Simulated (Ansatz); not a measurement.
In doubt: masses and optical values from hybrid runs of this build are listed as unsure, which bears on the screening that GW takes from such a start.

Rows from a G0W0 calculation on In2O3 (R-3c) (Ansatz 0.2.0; G0W0 on HSE06, plane waves, PAW; PAW set soft_1; 4×4×4 mesh, 286 empty bands, screening to 100 eV, PAW set soft_1 files), in eV. Spin-orbit coupling is left out.

```tsv
row	k	band	start	Σx	Σc at the solution	Vxc
A	Γ	v1	7.896	-27.550	4.136	-23.606
B	Γ	c2	15.220	-8.558	-4.035	-13.116
C	Γ	c1	10.718	-11.613	-3.301	-15.401
D	Γ	c3	16.100	-12.230	-4.208	-17.320
E	Γ	v3	7.627	-26.648	4.283	-22.546
```

**Question.** Give the quasiparticle energies and the shift of each level.

The quasiparticle equation reads E = start + Σx + Σc(E) − Vxc.

```tsv
row	E (eV)	shift (eV)
A	8.087	+0.191
B	15.743	+0.523
C	11.205	+0.486
D	16.982	+0.882
E	7.808	+0.181
```

Limits: not at the basis limit; no spin-orbit coupling.

[Paths, hosts, dates, memory and timing lines, banners, echoed tables and standing remarks are left out of the program output.]

[Logs are printed without paths, hosts, clocks, repeated set-up lines and the standing remarks that a program may print on its own settings, such as how far it seeks lower states.]

[Runs of the session that timed out or met a known fault of the program may be left out.]

[Cells called generated may have been cut or substituted from an entry of the Crystallography Open Database or the Materials Project.]

[Hosts, paths, dates, database ids (printed as entryN), source tags and the programs' standing remarks are cut or masked in the printed files.]
